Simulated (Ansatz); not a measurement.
# Relaxing 1/2<111> screw dislocation dipole in Li (120 atoms), part 2 of 2

Aim: bring 1/2<111> screw dislocation dipole in Li (120 atoms) to a nearby minimum of the energy and see what moves.

Ansatz 0.2.0; Kohn-Sham DFT, PBE, PAW (set soft_2), plane waves.

The cell: 120 Li. The cell is under 6 Å thick along one periodic direction. The host structure and its lattice constant were typed by rule, without a check against the phase diagram.

So far. Step 3 (Relaxation): The relaxation changed the energy by -1.71 meV/atom, and atoms moved by 0.18 Å r.m.s., 0.30 Å at most.

## Step 5: Single point at the relaxed geometry

The electronic structure is read at the final geometry, in a run of its own.

input.yaml reads:

```yaml
crystal:
  lattice:
    - [34.39084, 0.0, 0.0]
    - [0.0, 24.81945, -1.51985]
    - [0.0, 0.0, 3.03975]
  atoms:
    - { symbol: Li, position: [0.87698, 0.1077, 0.16596] }
    - { symbol: Li, position: [0.96135, 0.10303, 0.48334] }
    - { symbol: Li, position: [0.74986, 0.01131, 0.16881] }
    - { symbol: Li, position: [0.83381, 0.01053, 0.48654] }
    - { symbol: Li, position: [0.91773, 0.00664, 0.80386] }
    - { symbol: Li, position: [0.87872, 0.30322, 0.18105] }
    - { symbol: Li, position: [0.96269, 0.30155, 0.49945] }
    - { symbol: Li, position: [0.74954, 0.2097, 0.28131] }
    - { symbol: Li, position: [0.83541, 0.20774, 0.53863] }
    - { symbol: Li, position: [0.92064, 0.20368, 0.82909] }
    - { symbol: Li, position: [0.62255, 0.10581, 0.27004] }
    - { symbol: Li, position: [0.70735, 0.1099, 0.57362] }
    - { symbol: Li, position: [0.79208, 0.11078, 0.86947] }
    - { symbol: Li, position: [0.49897, 0.99891, 0.17941] }
    - { symbol: Li, position: [0.58211, 0.00468, 0.52348] }
    - { symbol: Li, position: [0.66594, 0.00923, 0.84845] }
    - { symbol: Li, position: [0.87382, 0.50269, 0.11501] }
    - { symbol: Li, position: [0.95645, 0.50066, 0.46295] }
    - { symbol: Li, position: [0.74912, 0.40322, 0.4169] }
    - { symbol: Li, position: [0.83626, 0.40277, 0.52548] }
    - { symbol: Li, position: [0.91931, 0.40139, 0.8412] }
    - { symbol: Li, position: [0.62108, 0.30268, 0.44773] }
    - { symbol: Li, position: [0.70591, 0.30567, 0.74372] }
    - { symbol: Li, position: [0.79296, 0.3069, 0.93093] }
    - { symbol: Li, position: [0.4956, 0.1997, 0.35878] }
    - { symbol: Li, position: [0.57928, 0.20255, 0.69427] }
    - { symbol: Li, position: [0.66383, 0.20599, 0.00782] }
    - { symbol: Li, position: [0.37384, 0.09121, 0.22306] }
    - { symbol: Li, position: [0.45573, 0.09662, 0.59007] }
    - { symbol: Li, position: [0.53858, 0.10157, 0.94059] }
    - { symbol: Li, position: [0.24999, 0.98863, 0.15596] }
    - { symbol: Li, position: [0.33313, 0.98964, 0.48977] }
    - { symbol: Li, position: [0.41627, 0.99302, 0.8253] }
    - { symbol: Li, position: [0.87261, 0.70718, 0.05725] }
    - { symbol: Li, position: [0.95438, 0.70248, 0.42941] }
    - { symbol: Li, position: [0.75017, 0.60989, 0.95462] }
    - { symbol: Li, position: [0.83123, 0.60718, 0.34808] }
    - { symbol: Li, position: [0.91263, 0.6028, 0.74798] }
    - { symbol: Li, position: [0.62705, 0.5018, 0.70567] }
    - { symbol: Li, position: [0.7096, 0.50472, 0.0997] }
    - { symbol: Li, position: [0.79199, 0.50681, 0.69036] }
    - { symbol: Li, position: [0.49758, 0.3999, 0.56588] }
    - { symbol: Li, position: [0.58065, 0.40109, 0.8912] }
    - { symbol: Li, position: [0.66377, 0.40239, 0.20578] }
    - { symbol: Li, position: [0.37161, 0.29544, 0.39754] }
    - { symbol: Li, position: [0.45368, 0.29914, 0.78403] }
    - { symbol: Li, position: [0.53718, 0.30077, 0.12046] }
    - { symbol: Li, position: [0.25028, 0.18974, 0.2537] }
    - { symbol: Li, position: [0.3322, 0.19044, 0.6088] }
    - { symbol: Li, position: [0.41329, 0.19549, 0.99418] }
    - { symbol: Li, position: [0.12665, 0.09308, 0.18109] }
    - { symbol: Li, position: [0.2089, 0.08959, 0.53255] }
    - { symbol: Li, position: [0.29136, 0.08912, 0.87747] }
    - { symbol: Li, position: [0.00109, 0.00098, 0.14025] }
    - { symbol: Li, position: [0.08396, 0.99511, 0.48288] }
    - { symbol: Li, position: [0.16684, 0.99065, 0.82344] }
    - { symbol: Li, position: [0.8747, 0.90925, 0.11398] }
    - { symbol: Li, position: [0.95754, 0.90412, 0.45592] }
    - { symbol: Li, position: [0.75019, 0.81118, 0.0628] }
    - { symbol: Li, position: [0.83268, 0.81027, 0.4071] }
    - { symbol: Li, position: [0.91477, 0.80624, 0.76237] }
    - { symbol: Li, position: [0.62819, 0.7051, 0.95165] }
    - { symbol: Li, position: [0.70936, 0.70976, 0.33275] }
    - { symbol: Li, position: [0.7912, 0.71035, 0.68806] }
    - { symbol: Li, position: [0.5043, 0.59955, 0.81792] }
    - { symbol: Li, position: [0.5876, 0.60154, 0.16074] }
    - { symbol: Li, position: [0.66948, 0.60518, 0.54429] }
    - { symbol: Li, position: [0.37762, 0.49835, 0.74308] }
    - { symbol: Li, position: [0.46097, 0.49902, 0.04429] }
    - { symbol: Li, position: [0.544, 0.50036, 0.36796] }
    - { symbol: Li, position: [0.24983, 0.39192, 0.29704] }
    - { symbol: Li, position: [0.33184, 0.39595, 0.85318] }
    - { symbol: Li, position: [0.41429, 0.39898, 0.24199] }
    - { symbol: Li, position: [0.12874, 0.29668, 0.19679] }
    - { symbol: Li, position: [0.20967, 0.2918, 0.60688] }
    - { symbol: Li, position: [0.29099, 0.29024, 0.97853] }
    - { symbol: Li, position: [0.00442, 0.20067, 0.16198] }
    - { symbol: Li, position: [0.08722, 0.19703, 0.5142] }
    [... 36 atom lines left out ...]
    - { symbol: Li, position: [0.29187, 0.88875, 0.7665] }
    - { symbol: Li, position: [0.99714, 0.80106, 0.11654] }
    - { symbol: Li, position: [0.08055, 0.79649, 0.45243] }
    - { symbol: Li, position: [0.16493, 0.792, 0.76767] }
    - { symbol: Li, position: [0.03743, 0.69902, 0.7774] }
    - { symbol: Li, position: [0.04053, 0.89826, 0.7979] }
kpoints:
  mp_grid: { grid: [1, 1, 7] }
hamiltonian:
  xc: pbe
scf:
  occupations: { method: cold, width: 0.15 }
output:
  forces: true
  stress: true
  populations: intrinsic
  dos:
    method: { smearing: { sigma: 0.1 } }
    de: 0.1
    projected: { site_lists: { Li: [Li] } }
  eigenvalues: true
  write_density: true
  write_potential: true
  volumetric_format: npy
  elf: true
```

Launch:

```
$ ansatz run input.yaml --threads 4 --pin off --max-ram 8192MiB --backend cpu --events-out ev --progress --plain --runs-dir out
```

Numbers of over 12 decimals in the logs are rounded to 6 here.

The log of the run:

```text
[...]
Crystal: 120 atoms, lattice volume = 2594.614 Å³
Basis set: ecut = 420 eV, 50437 PW (Γ), exchange–correlation on 480×360×48 points (8 copies of the dense FFT grid, shifted against one another)
Bands: 300, of which v1, the nominal top of the filled ones, is band 180 counted from 1 (179 counted from 0)
Symmetry: 1 space group operations
[...]
k-points: 4 of 7 (time reversal used)
[...]
SCF iter   1: F=—  HF=-24562.151765 eV  |F-HF|=—  |Δ(HF+E_count)|=         —  Δρ=3.75e-4  dr2=5.82e-2  ethr=1.77e-3  ⟨swp⟩=11.8  Hψ=7713  notcnv=0  defer=84
[...]
SCF iter   7: F=-24562.140269 eV  HF=-24562.140269 eV  |F-HF|=7.45e-9  |Δ(HF+E_count)|=   1.54e-8  S|Δr|=    0.00e0  Δρ=1.78e-7  dr2=8.88e-9  ethr=2.78e-11  ⟨swp⟩=18.0  Hψ=7654  notcnv=0
SCF 1 converged in 7 iterations: F = -24562.140269 eV  dr2 = 8.88e-9
[...]
SCF converged after 7 iterations
[...]
Free energy (F): -24562.140269 eV
[...]
Internal energy: -24562.186314 eV  (E = F + TS)
E sigma→0 (E₀):  -24562.155617 eV
Entropy (-TS):   0.046044 eV (0.384 meV/atom)
Fermi energy:    0.813773 eV
[...]
--- Forces (eV/Å), atoms counted from 1 ---
  atom   1  Li     0.00070806     0.00082073    -0.00155309
  atom   2  Li    -0.00132491     0.00254673    -0.00427635
  atom   3  Li     0.00101014     0.00159544    -0.00059114
  atom   4  Li    -0.00022176     0.00235335    -0.00236359
  atom   5  Li     0.00059427     0.00141962    -0.00029959
  atom   6  Li    -0.00199687     0.00169832     0.00155414
  atom   7  Li    -0.00227614     0.00176369    -0.00092281
  atom   8  Li     0.00067994     0.00085583    -0.00050794
  atom   9  Li    -0.00051842    -0.00049914    -0.00245110
  atom  10  Li    -0.00301722     0.00251360     0.00054132
  atom  11  Li     0.00060870     0.00166692     0.00036121
  atom  12  Li     0.00000435     0.00084645     0.00037044
  atom  13  Li    -0.00025078     0.00086286     0.00127454
  atom  14  Li     0.00096962     0.00041364    -0.00122563
[...]
atom 119  Li     0.00038750    -0.00302167     0.00143338
  atom 120  Li    -0.00096230    -0.00206261     0.00272853
  max |Σ_I F_I| component: 3.73e-7 eV/Å
--- Stress (GPa, compression-positive) ---
       -1.103677      -0.005994       0.034522
       -0.005994      -0.449908       0.220045
        0.034522       0.220045      -0.950851
  P = ⅓ Tr σ = -0.8348 GPa (-8.348 kbar)
--- Band table (eV) ---
[...]
--- intrinsic populations: 120 sites ---
  site symbol       q [e]
     0     Li      3.0027
     1     Li      3.0017
     2     Li      3.0030
[...]
119     Li      3.0014
  spilling = 0.000000 (of n_electrons = 360.000000)
```

Elapsed: 5 min, on 4 threads of Arm Neoverse V1, shared host; peak memory 5.9 GiB; 19 min of CPU time.

Read from the output:

| Quantity | Value |
| --- | --- |
| free energy | -24562.1403 eV |
| free energy per atom | -204.6845 eV/atom |
| SCF cycles | 7 |
| pressure | -0.8348 GPa |
| r.m.s. force component | 0.00166 eV/Å |
| longest force | 0.00515 eV/Å |
| Fermi energy | 0.8138 eV |
| levels partly filled by over 2 per cent | 29 |

Intrinsic-atomic-orbital charges by element:

```tsv
element	coordination	atoms	mean charge (e)	spread	least	most
Li	all	120	0	0.0042	-0.0139	0.0125
```

Density of states as counts of states in windows of 0.5 eV (from the Fermi level), total and the larger projections:

```tsv
from (eV)	to (eV)	total	Li s
-10	-4	0.0	0.0
-4	-3.5	0.1	0.1
-3.5	-3	5.5	5.5
-3	-2.5	9.9	9.9
-2.5	-2	16.5	16.3
-2	-1.5	16.6	16.1
-1.5	-1	17.6	16.7
-1	-0.5	26.8	24.1
-0.5	0	25.2	19.7
0	0.5	28.5	16.5
0.5	1	33.3	12.8
1	1.5	25.4	7.7
1.5	2	13.5	2.6
2	2.5	12.0	1.7
2.5	3	11.5	2.4
```

About 242 of the 360 electrons lie in deeper levels, below the stored range.

The levels nearest the highest filled one (over half full), pooled over k-points and spins:

```tsv
level less the highest filled one (eV)	occupation
-0.0735	1.73
-0.0671	1.68
-0.0315	1.35
-0.0079	1.11
-0.0042	1.07
0	1.03
0.009	0.943
0.0321	0.73
0.0358	0.697
0.0434	0.634
0.0533	0.556
0.0641	0.478
```

Electrostatic potential energy in the ab plane at fractional z = 0.117, with atoms of Li within 0.2 Å of it. With pseudopotentials it is smooth inside the atoms' cores, unlike the true potential.

Ten even steps from '0' (-18 eV) to '9' (4 eV), each cell a mean:
```
37999999999998889999743479999999999998999999
99999999987789999999999999999999643589999999
99889999720038999888899999899998521379999889
99999999987789999999999999999999999999999999
48999877899999999999841158998767899999999997
58999877899999999999876689999988999999999999
99999999987789999755789999999999854589998667
99999999975478998622589999999999865689998778
99999988899999999999999999999877899999999999
48998400279999889999988889996100489999999998
89999866799999999999999999999878899999999999
99999999999999998422589998778999999999984113
99999999999999998534689998788999999999987446
99999989999987678999999999998888999875579999
68999877899972027999999999997667899731158999
89999999999999899999999998899999999999999999
86336899988899999888999730037999888999999899
87557899988899999999999875579999999999999999
89999999999986568999888899999999999852368998
48999999999973237999876899999999999863478998
99999999999999999999999988889999877899999999
98667999731168999999999873268998511589999999
98889999875689999999999998899999988999999999
68999999999998889999632379999999999987789997
```
Columns run along a (16.0 Å, from fractional 0.27 to 0.73 of the cell; values clipped at the 3rd and 97th percentile), rows up along b (24.9 Å). Atoms in or near the plane, at fractional coordinates: Li at (0.50, 0.00), Li at (0.71, 0.50), Li at (0.54, 0.30), Li at (0.59, 0.60), Li at (0.63, 0.91), Li at (0.38, 0.89).

Valence density in the ab plane at fractional z = 0.117, with atoms of Li within 0.2 Å of it. It is the smooth field of the valence electrons, not physical close to the nuclei.

Ten steps, logarithmic in the rise over the least value, from '0' (0.0 e/Å³) to '9' (4.0 e/Å³), each cell a mean:
```
50000000000000000000167500000000000000000000
00000000001100000000000000000000167400000000
00000000069940000000000000000000389600000000
00000000001100000000000000000000000000000000
40000000000000000000047720000010000000000000
40000000000000000000002200000000000000000000
00000000001100000134100000000000024200000110
00000000002310000266200000000000023200000010
00000000000000000000000000000011000000000000
20000289500000000000000000001698300000000000
00000023100000000000000000000010000000000000
00000000000000000487300000000000000000004995
00000000000000000376200000000000000000002563
00000000000001210000000000000000000014300000
10000000000005751000000000000110000048730000
00000000000000000000000000000000000000000000
01552000000000000000000049950000000000000000
01441000000000000000000014410000000000000000
00000000000002420000000000000000000037620000
30000000000005750000000000000000000026510000
00000000000000000000000000000000011000000000
00110000058710000000000004410000155200000000
00000000014300000000000000000000000000000000
30000000000000000000168600000000000000000000
```
Columns run along a (16.0 Å, from fractional 0.27 to 0.73 of the cell), rows up along b (24.9 Å). Atoms in or near the plane, at fractional coordinates: Li at (0.50, 0.00), Li at (0.71, 0.50), Li at (0.54, 0.30), Li at (0.59, 0.60), Li at (0.63, 0.91), Li at (0.38, 0.89).

Intrinsic-atomic-orbital charges run from -0.01 to +0.01 e. Among metals such projection charges depend strongly on the orbitals used and are no measure of ionicity.

A closer look about Li32, picked at random: 9 atoms, nearest first, numbered in the order of the input, with positions taken from that point.

```tsv
atom	x	y	z	distance (Å)	intrinsic-atomic-orbital charge (e)
Li32	0.00	0.00	0.00	0.00	0.00
Li31	-2.86	-0.03	-1.01	3.03	0.00
Li33	2.86	0.08	1.01	3.04	0.00
Li53	-1.44	2.47	1.03	3.04	0.00
Li100	1.47	-2.44	-1.07	3.04	0.00
Li32	0.00	0.00	-3.04	3.04	0.00
Li32	0.00	0.00	3.04	3.04	0.00
Li28	1.40	2.52	-0.97	3.04	0.00
Li115	-1.42	-2.50	0.99	3.05	0.00
```

## Step 6: Outcome

```json
{
 "energy change in the relaxation": "-1.712 meV/atom",
 "r.m.s. displacement": "0.183 Å",
 "largest displacement": "0.298 Å",
 "free energy per atom": "-204.6845 eV/atom",
 "density": "0.533 g/cm³",
 "pressure": "-0.8348 GPa",
 "r.m.s. force component": "0.00166 eV/Å",
 "wall time of the 3 DFT runs": "15 min"
}
```

**Reading.** Relaxation lowers the energy by 1.71 meV/atom and moves atoms by 0.18 Å r.m.s.; the r.m.s. force component goes from 0.027 to 0.0017 eV/Å. First to last step the energy falls by 0.205 eV; the largest move, 0.30 Å, is that of Li3, with 1 other atom within 2 % of it. 29 levels are partly filled, by over 2 % (on the run's k-points), as in a metal.

[Logs are printed without paths, hosts, clocks, repeated set-up lines and the standing remarks that a program may print on its own settings, such as how far it seeks lower states.]

[Hosts, paths, dates, database ids (printed as entryN), source tags and the programs' standing remarks are cut or masked in the printed files.]
